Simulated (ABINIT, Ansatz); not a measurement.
# Quasiparticle gap of GaN (F-43m) in ABINIT, part 2 of 3

Wanted: ground state, empty states, screening and self-energy for GaN (F-43m).

ABINIT 10.8.3; PBE and many-body steps on it, plane waves. Known limits of the many-body steps: short of the basis limit; no spin-orbit coupling.

So far. Step 2 (Ground state): The gap is direct, at Γ.

### Step 3. Bands along the symmetry lines

Level of this step: DFT, PBE, plane waves, norm-conserving pseudopotentials (ABINIT).

The cheap functional maps the bands first; the places of the edges decide which points the dearer methods must see.

Input file run.abi:

```
acell 3*1.0 Angstrom
rprim 
  0.000000000000 2.253500607500 2.253500607500
  2.253500607500 0.000000000000 2.253500607500
  2.253500607500 2.253500607500 0.000000000000
ntypat 2
znucl 31 7
natom 2
typat 1 2
xred 
  0.000000000000 0.000000000000 0.000000000000
  0.750000000000 0.750000000000 0.750000000000
pp_dirpath "pseudos"
pseudos "Ga.upf, N.upf"
ecut 45
iscf -2
irdden 1
kptopt 0
nkpt 50
kpt 
  0.00000000 0.00000000 0.00000000
  -0.06250000 -0.06250000 0.00000000
  -0.12500000 -0.12500000 0.00000000
  -0.18750000 -0.18750000 0.00000000
  -0.25000000 -0.25000000 0.00000000
  -0.31250000 -0.31250000 0.00000000
  -0.37500000 -0.37500000 0.00000000
  -0.43750000 -0.43750000 0.00000000
  -0.50000000 -0.50000000 0.00000000
  -0.48437500 -0.48437500 0.03125000
  -0.46875000 -0.46875000 0.06250000
  -0.45312500 -0.45312500 0.09375000
  -0.43750000 -0.43750000 0.12500000
  -0.42187500 -0.42187500 0.15625000
  -0.40625000 -0.40625000 0.18750000
  -0.39062500 -0.39062500 0.21875000
  -0.37500000 -0.37500000 0.25000000
  -0.37500000 0.00000000 0.37500000
  -0.32812500 0.00000000 0.32812500
  -0.28125000 0.00000000 0.28125000
  -0.23437500 0.00000000 0.23437500
  -0.18750000 0.00000000 0.18750000
  -0.14062500 0.00000000 0.14062500
  -0.09375000 0.00000000 0.09375000
  -0.04687500 0.00000000 0.04687500
  0.00000000 0.00000000 0.00000000
  0.00000000 0.00000000 0.06250000
  0.00000000 0.00000000 0.12500000
  0.00000000 0.00000000 0.18750000
  0.00000000 0.00000000 0.25000000
  0.00000000 0.00000000 0.31250000
  0.00000000 0.00000000 0.37500000
  0.00000000 0.00000000 0.43750000
  0.00000000 0.00000000 0.50000000
  -0.06250000 -0.03125000 0.46875000
  -0.12500000 -0.06250000 0.43750000
  -0.18750000 -0.09375000 0.40625000
  -0.25000000 -0.12500000 0.37500000
  -0.31250000 -0.15625000 0.34375000
  -0.37500000 -0.18750000 0.31250000
  -0.43750000 -0.21875000 0.28125000
  -0.50000000 -0.25000000 0.25000000
  -0.50000000 -0.28125000 0.21875000
  -0.50000000 -0.31250000 0.18750000
  -0.50000000 -0.34375000 0.15625000
  -0.50000000 -0.37500000 0.12500000
  -0.50000000 -0.40625000 0.09375000
  -0.50000000 -0.43750000 0.06250000
  -0.50000000 -0.46875000 0.03125000
  -0.50000000 -0.50000000 0.00000000
istwfk *1
nband 20
nbdbuf 2
tolwfr 1e-08
nstep 40
prtwf 0
prtvol 0
indata_prefix "in"
outdata_prefix "out"
tmpdata_prefix "tmp"
```

Run with:

```sh
$ OMP_NUM_THREADS=1 mpirun -n 4 abinit run.abi > log
```

Output:

```text
.Version 10.8.3 of ABINIT. v10.8.2 released Aug 2026.

 Symmetries : space group F-4 3 m (#216); Bravais cF (face-center cubic)
[... echo of the input left out ...]
== DATASET  1 ==================================================================
-   mpi_nproc: 4, omp_nthreads: 1 (-1 if OMP is not activated)

--- !DatasetInfo
iteration_state: {dtset: 1, }
dimensions: {natom: 2, nkpt: 50, mband: 20, nsppol: 1, nspinor: 1, nspden: 1, mpw: 2252, }
cutoff_energies: {ecut:  45.0, pawecutdg:  -1.0, }
electrons: {nelect:   2.60000000E+01, charge:   0.00000000E+00, occopt:   1.00000000E+00, tsmear:   1.00000000E-02, }

 Real(R)+Recip(G) space primitive vectors, cartesian coordinates (Bohr,Bohr^-1):
 R(1)=  0.0000000  4.2584990  4.2584990  G(1)= -0.1174123  0.1174123  0.1174123
 R(2)=  4.2584990  0.0000000  4.2584990  G(2)=  0.1174123 -0.1174123  0.1174123
 R(3)=  4.2584990  4.2584990  0.0000000  G(3)=  0.1174123  0.1174123 -0.1174123
 Unit cell volume ucvol=  1.5445417E+02 bohr^3
 Angles (23,13,12)=  6.00000000E+01  6.00000000E+01  6.00000000E+01 degrees

 getcut: wavevector=  0.0000  0.0000  0.0000  ngfft=  40  40  40
         ecut(hartree)=     45.000   => boxcut(ratio)=   2.19947

--- Pseudopotential description ------------------------------------------------
- Ga Generated using ONCVPSP code by D. R. Hamann
- 31.00000  21.00000  171031                  znucl, zion, pspdat
12 -101130 2 -1 1902                          pspcod,pspxc,lmax,lloc,mmax
     nproj     2     2     2
  pspatm : epsatm=   21.85474337
         --- l  ekb(1:nproj) -->
             0    4.962806   -1.220223
             1   -5.679278   -1.350476
             2  -10.596651   -3.839775
 pspatm: atomic psp has been read  and splines computed

- N Generated using ONCVPSP code by D. R. Hamann
-  7.00000   5.00000  171031                  znucl, zion, pspdat
12 -101130 1 -1 1058                          pspcod,pspxc,lmax,lloc,mmax
     nproj     2     2     0
  pspatm : epsatm=    5.20977870
         --- l  ekb(1:nproj) -->
[...]
pspatm: atomic psp has been read  and splines computed

--------------------------------------------------------------------------------

================================================================================
 prteigrs : about to open file out_EIG
 Non-SCF case, kpt    1 (  0.00000  0.00000  0.00000), residuals and eigenvalues=
  6.16E-09  2.21E-09  5.89E-09  4.31E-09  6.48E-09  3.93E-09  9.46E-09  4.81E-09
  2.27E-09  9.65E-09  3.55E-09  4.77E-09  9.11E-09  1.89E-09  3.87E-09  4.61E-09
  3.44E-09  3.94E-09  2.71E-09  6.69E-07
 -4.9767E+00 -3.1639E+00 -3.1639E+00 -3.1639E+00 -3.3240E-01 -2.4568E-01
 -2.4568E-01 -2.4568E-01 -2.3446E-01 -2.3446E-01  2.5220E-01  2.5220E-01
  2.5220E-01  3.1643E-01  6.3289E-01  6.3289E-01  6.3289E-01  8.9971E-01
  9.4408E-01  9.4408E-01
 Non-SCF case, kpt    2 ( -0.06250 -0.06250  0.00000), residuals and eigenvalues=
[...]
2.43E-09  6.87E-09  1.68E-06  1.26E-05
[...]
9.2370E-01  9.5422E-01
 Non-SCF case, kpt    3 ( -0.12500 -0.12500  0.00000), residuals and eigenvalues=
[...]
6.02E-09  5.62E-09  1.91E-04  7.50E-04
[...]
9.7579E-01  9.8704E-01
[...]
Non-SCF case, kpt   49 ( -0.50000 -0.46875  0.03125), residuals and eigenvalues=
[...]
1.0535E+00  1.1667E+00
 Non-SCF case, kpt   50 ( -0.50000 -0.50000  0.00000), residuals and eigenvalues=
[...]
-2.3489E-01 -2.3489E-01 -2.3158E-01 -1.7018E-01  2.7425E-02  1.5326E-01
  1.5326E-01  3.7646E-01  4.9813E-01  6.8249E-01  7.6536E-01  7.6536E-01
  1.0510E+00  1.1645E+00

--- !ResultsGS
iteration_state: {dtset: 1, }
comment   : Summary of ground state results
lattice_vectors:
- [  0.0000000,   4.2584990,   4.2584990, ]
- [  4.2584990,   0.0000000,   4.2584990, ]
- [  4.2584990,   4.2584990,   0.0000000, ]
lattice_lengths: [   6.02243,    6.02243,    6.02243, ]
lattice_angles: [ 60.000,  60.000,  60.000, ] # degrees, (23, 13, 12)
lattice_volume:   1.5445417E+02
convergence: {deltae:  0.000E+00, res2:  0.000E+00, residm:  9.985E-09, diffor:  0.000E+00, }
etotal    :  -2.58718230E+02
entropy   :   0.00000000E+00
fermie    :   2.52201327E-01
cartesian_stress_tensor: null
pressure_GPa: null
xred      :
- [  0.0000E+00,   0.0000E+00,   0.0000E+00, Ga]
- [  7.5000E-01,   7.5000E-01,   7.5000E-01,  N]
cartesian_forces: null
force_length_stats: {min: null, max: null, mean: null, }

 Integrated electronic density in atomic spheres:
 ------------------------------------------------
 Atom  Sphere_radius  Integrated_density
[...]
================================================================================

 ----iterations are completed or convergence reached----

 Mean square residual over all n,k,spin=   45.208E-10; max=  99.852E-10
 reduced coordinates (array xred) for    2 atoms
       0.000000      0.000000      0.000000
       0.750000      0.750000      0.750000

 cartesian coordinates (angstrom) at end:
[...]
length scales=  1.889726  1.889726  1.889726 bohr
              =  1.000000  1.000000  1.000000 angstroms
 prteigrs : about to open file out_EIG
 Eigenvalues (hartree) for nkpt=  50  k points:
 kpt#   1, nband= 20, wtk=  1.00000, kpt=  0.0000  0.0000  0.0000 (reduced coord)
[...]
kpt#   2, nband= 20, wtk=  1.00000, kpt= -0.0625 -0.0625  0.0000 (reduced coord)
[...]
kpt#   3, nband= 20, wtk=  1.00000, kpt= -0.1250 -0.1250  0.0000 (reduced coord)
[...]
kpt#  49, nband= 20, wtk=  1.00000, kpt= -0.5000 -0.4687  0.0313 (reduced coord)
[...]
0.76058    0.76644    1.05353    1.16674
 kpt#  50, nband= 20, wtk=  1.00000, kpt= -0.5000 -0.5000  0.0000 (reduced coord)
  -4.97665   -3.16398   -3.16387   -3.16387   -0.29517   -0.24278   -0.23489   -0.23489
  -0.23158   -0.17018    0.02742    0.15326    0.15326    0.37646    0.49813    0.68249
   0.76536    0.76536    1.05095    1.16446

== END DATASET(S) ==============================================================
================================================================================

 -outvars: echo values of variables after computation  --------
            nband          20
             nkpt          50
          spgroup         216
 [... the other variables as echoed above ...]

 Calculation completed.
```

It took 12 s on 4 MPI ranks of Arm Neoverse V1, shared host; peak memory 0.27 GiB.

Read from the output:

```yaml
gap: 1.748 eV
k_of_the_valence_top: 0, 0, 0
k_of_the_conduction_bottom: 0, 0, 0
least_direct_gap: 1.748 eV
```

The gap is 1.748 eV, as in the run before at this level.

Electronic bands along the path, in eV, zero at the top of the highest filled band:

| point | band 10 | band 11 | band 12 | band 13 | band 14 | band 15 | band 16 | band 17 |
| --- | --- | --- | --- | --- | --- | --- | --- | --- |
| Γ | -13.24 | 0.00 | 0.00 | 0.00 | 1.75 | 10.36 | 10.36 | 10.36 |
| halfway | -13.02 | -3.42 | -1.48 | -1.48 | 4.59 | 7.43 | 11.64 | 12.03 |
| X | -11.49 | -6.12 | -2.69 | -2.69 | 3.38 | 6.69 | 11.71 | 13.96 |
| halfway | -11.42 | -6.02 | -3.33 | -2.55 | 3.97 | 7.14 | 11.58 | 13.60 |
| U | -11.34 | -5.85 | -4.24 | -2.16 | 5.02 | 7.87 | 11.08 | 12.86 |
| jump to K | -11.34 | -5.85 | -4.24 | -2.16 | 5.02 | 7.87 | 11.08 | 12.86 |
| halfway | -12.86 | -4.19 | -2.11 | -0.53 | 5.23 | 8.52 | 9.65 | 11.19 |
| Γ | -13.24 | 0.00 | 0.00 | 0.00 | 1.75 | 10.36 | 10.36 | 10.36 |
| halfway | -13.16 | -3.85 | -0.52 | -0.52 | 4.08 | 8.81 | 10.81 | 10.81 |
| L | -11.94 | -7.02 | -0.96 | -0.96 | 4.67 | 8.73 | 10.41 | 10.41 |
| halfway | -11.62 | -6.40 | -2.99 | -1.76 | 6.65 | 7.04 | 10.11 | 11.73 |
| W | -11.22 | -5.68 | -3.68 | -3.62 | 6.24 | 8.39 | 10.30 | 11.14 |
| halfway | -11.35 | -5.93 | -3.20 | -3.17 | 4.60 | 7.49 | 11.47 | 12.28 |
| X | -11.49 | -6.12 | -2.69 | -2.69 | 3.38 | 6.69 | 11.71 | 13.96 |

The electronic bands as a text plot (rows in eV, shown from -8.0 to 7.7 only):

```
    7.4 |     ++       +++  ++                       + +     ++
    6.8 |       +++++++     ++                        ++       ++
    6.1 |                  +  ++                     +  ++++
    5.5 |                       +                   +       +
    4.8 |     ++         ++                    +++++         +
    4.1 |    +  +++    ++        ++         +++               +
    3.5 |  ++      ++++            ++      +                   ++
    2.8 |                                ++
    2.2 | +                          +  +
    1.5 |+                            ++
    0.9 |
    0.2 |*                         ******
   -0.5 | ***                   ******  *******
   -1.1 |    *              **** **            *******
   -1.8 |  ** ****         *       **    **         * *
   -2.4 |    *    *********     *          *         * **       *
   -3.1 |             **      ** **                   *  *   ***
   -3.7 |     **        *   **              *          ******
   -4.4 |       **       ***    *
   -5.0 |         *           **             **
   -5.7 |          **  *******                 *        *******
   -6.4 |            **                              ***       **
   -7.0 |                                       *****
   -7.7 |
         Γ           X  U|K            Γ         L        W     X
```

### Step 4. Empty states on the mesh, 6×6×6 mesh, 146 bands

The sums over transitions need many empty states on a uniform mesh; this step solves for them.

Input file run.abi:

```
acell 3*1.0 Angstrom
rprim 
  0.000000000000 2.253500607500 2.253500607500
  2.253500607500 0.000000000000 2.253500607500
  2.253500607500 2.253500607500 0.000000000000
ntypat 2
znucl 31 7
natom 2
typat 1 2
xred 
  0.000000000000 0.000000000000 0.000000000000
  0.750000000000 0.750000000000 0.750000000000
pp_dirpath "pseudos"
pseudos "Ga.upf, N.upf"
ecut 45
ngkpt 6 6 6
nshiftk 1
shiftk 0 0 0
kptopt 1
chksymbreak 0
irdden 1
istwfk *1
nband 146
prtvol 0
optdriver 6
gwr_task "HDIAGO"
paral_kgb 0
occopt 1
indata_prefix "in"
outdata_prefix "out"
tmpdata_prefix "tmp"
```

Output:

```text
[banner, memory and clock lines left out]
.Version 10.8.3 of ABINIT. v10.8.2 released Aug 2026.

 Symmetries : space group F-4 3 m (#216); Bravais cF (face-center cubic)
[... echo of the input left out ...]
== DATASET  1 ==================================================================
-   mpi_nproc: 4, omp_nthreads: 1 (-1 if OMP is not activated)

--- !DatasetInfo
iteration_state: {dtset: 1, }
dimensions: {natom: 2, nkpt: 16, mband: 146, nsppol: 1, nspinor: 1, nspden: 1, mpw: 2252, }
cutoff_energies: {ecut:  45.0, pawecutdg:  -1.0, }
electrons: {nelect:   2.60000000E+01, charge:   0.00000000E+00, occopt:   1.00000000E+00, tsmear:   1.00000000E-02, }

.Using double precision arithmetic; gwpc =  8

- Reading GS density from: in_DEN

--- Pseudopotential description ------------------------------------------------
- Ga Generated using ONCVPSP code by D. R. Hamann
- 31.00000  21.00000  171031                  znucl, zion, pspdat
12 -101130 2 -1 1902                          pspcod,pspxc,lmax,lloc,mmax
     nproj     2     2     2
  pspatm : epsatm=   21.85474337
         --- l  ekb(1:nproj) -->
             0    4.962806   -1.220223
             1   -5.679278   -1.350476
             2  -10.596651   -3.839775
 pspatm: atomic psp has been read  and splines computed

- N Generated using ONCVPSP code by D. R. Hamann
-  7.00000   5.00000  171031                  znucl, zion, pspdat
12 -101130 1 -1 1058                          pspcod,pspxc,lmax,lloc,mmax
     nproj     2     2     0
  pspatm : epsatm=    5.20977870
         --- l  ekb(1:nproj) -->
             0    7.494509    0.636305
             1   -4.293905   -1.006988
 pspatm: atomic psp has been read  and splines computed

   7.03677574E+02                                ecore*ucvol(ha*bohr**3)

 Total charge density [el/Bohr^3]
)     Maximum=    6.4955E+00  at reduced coord.    0.9500    0.9750    0.9750
)     Minimum=    5.4195E-03  at reduced coord.    0.5000    0.5000    0.5000
   Integrated=    2.6000E+01

 === KS gaps after direct diagonalization ===
 Direct band gap semiconductor
 Fundamental gap:     1.748 (eV)
   VBM:     6.863 (eV) at k: [ 0.0000E+00,  0.0000E+00,  0.0000E+00]
   CBM:     8.611 (eV) at k: [ 0.0000E+00,  0.0000E+00,  0.0000E+00]
 Direct gap:         1.748 (eV) at k: [ 0.0000E+00,  0.0000E+00,  0.0000E+00]

== END DATASET(S) ==============================================================

 -outvars: echo values of variables after computation  --------
           etotal      0.0000000000E+00
            nband         146
             nkpt          16
          spgroup         216
 [... the other variables as echoed above ...]

 Calculation completed.
```

It took 44 s on 4 MPI ranks; peak memory 1.3 GiB.

Numbers from this step:

```
gap                                                           : 1.748 eV
k of the valence top                                          : 0, 0, 0
k of the conduction bottom                                    : 0, 0, 0
least direct gap                                              : 1.748 eV
k points computed                                             : 16
lowest point of the top converged band, above the valence top : 164.1822 eV
```

On this mesh the gap is 1.748 eV.

### Step 5. Screening, 6×6×6 mesh, 138 bands, screening to 239.5 eV

The RPA dielectric matrix is built and inverted for each q.

This step: RPA screening on PBE, plane waves, norm-conserving pseudopotentials.

Changes to run.abi since step 4:

```diff
@@ -20,10 +20,11 @@
 chksymbreak 0
-irdden 1
 istwfk *1
-nband 146
-prtvol 0
-optdriver 6
-gwr_task "HDIAGO"
-paral_kgb 0
 occopt 1
+irdwfk 1
+optdriver 3
+nband 138
+ecuteps 8.8
+inclvkb 2
+awtr 1
+symchi 1
 indata_prefix "in"
```

Output:

```text
.Version 10.8.3 of ABINIT. v10.8.2 released Aug 2026.

 Symmetries : space group F-4 3 m (#216); Bravais cF (face-center cubic)
[... echo of the input left out ...]
== DATASET  1 ==================================================================
-   mpi_nproc: 4, omp_nthreads: 1 (-1 if OMP is not activated)

--- !DatasetInfo
iteration_state: {dtset: 1, }
dimensions: {natom: 2, nkpt: 16, mband: 138, nsppol: 1, nspinor: 1, nspden: 1, mpw: 2252, }
cutoff_energies: {ecut:  45.0, pawecutdg:  -1.0, }
electrons: {nelect:   2.60000000E+01, charge:   0.00000000E+00, occopt:   1.00000000E+00, tsmear:   1.00000000E-02, }

 SCREENING: Calculation of the susceptibility and dielectric matrices

 Based on a program developped by R.W. Godby, V. Olevano, G. Onida, and L. Reining.
 Incorporated in ABINIT by V. Olevano, G.-M. Rignanese, and M. Torrent.
.Using double precision arithmetic ; gwpc =  8

[... cell and pseudopotentials left out ...]
--------------------------------------------------------------------------------

 ==== K-mesh for the wavefunctions ====
 Number of points in the irreducible wedge :    16
[... list of points left out ...]
 Together with 24 symmetry operations and time-reversal symmetry
 yields   216 points in the full Brillouin Zone.

 ==== Q-mesh for the screening function ====
 Number of points in the irreducible wedge :    16
[... list of points left out ...]
 Together with 24 symmetry operations and time-reversal symmetry
 yields   216 points in the full Brillouin Zone.

 setmesh: FFT mesh size selected  =    27x   27x   27
          total number of points  =        19683

 vcoul_init : cutoff-mode = AUXILIARY_FUNCTION
 q-points for optical limit:   1
     1)      0.000010    0.000020    0.000030

- screening: taking advantage of time-reversal symmetry
- Maximum band index for partially occupied states nbvw = 13
- Remaining bands to be divided among processors   nbcw = 125
- Number of bands treated by each node ~31

 Number of electrons calculated from density =   26.0000; Expected =   26.0000
 average of density, n =  0.168335
 r_s =    1.1235
 omega_plasma =   39.5770 [eV]

 calculating chi0 at frequencies [eV] :
  1    0.000000E+00    0.000000E+00
  2    0.000000E+00    3.957696E+01

--------------------------------------------------------------------------------
  q-point number  1        q = ( 0.000000, 0.000000, 0.000000) [r.l.u.]
--------------------------------------------------------------------------------
[... chi0 elements left out ...]
 For q-point:  0.000010 0.000020 0.000030
  dielectric constant =   6.4119
  dielectric constant without local fields =   6.8760

  Average fulfillment of the sum rule on Im[epsilon] for q-point    1 :     60.50  [%]
[... wings left out ...]
  q-point number  2        q = ( 0.166667, 0.000000, 0.000000) [r.l.u.]
--------------------------------------------------------------------------------
[... chi0 elements left out ...]
  Average fulfillment of the sum rule on Im[epsilon] for q-point    2 :     72.13  [%]

 [... 14 further q-points ...]
```

Wall time 3.8 min (4 MPI ranks); peak memory 1.3 GiB.

Numbers from this step:

- ε∞ with local fields, on this mesh: 6.412
- ε∞ without local fields, on this mesh: 6.876
- plasma frequency: 39.58 eV
- plane waves in the screening matrix: 181

Local fields lower ε∞ by 7 %.

[end of part 2 of 3]

[Long decimals in the printed logs are rounded to 6 places.]

[Logs are printed without paths, hosts, clocks, repeated set-up lines and the standing remarks that a program may print on its own settings, such as how far it seeks lower states.]

[Paths, hosts, dates, memory and timing lines, banners, echoed tables and standing remarks are left out of the program output; an Ansatz launch command may be rebuilt from the run's recorded settings. Measured values are a selection of at most five: reports struck by readers or far from the other reports are left out. None is set beside runs whose start may be inverted or whose files or cutoffs have a known fault.]

[Runs of the session that timed out or met a known fault of the program may be left out.]

[Hosts, paths, dates, database ids (printed as entryN), source tags and the programs' standing remarks are cut or masked in the printed files.]

[G0W0 gaps are taken among the corrected bands and points alone; a level outside them can change the order at an edge.]

[Where Ansatz stands beside ABINIT at settings called matched, ABINIT's density can come from a denser mesh and the files from another edition; pairs whose starting gaps differed by over 0.03 eV were left out, so agreement reads better than it is.]
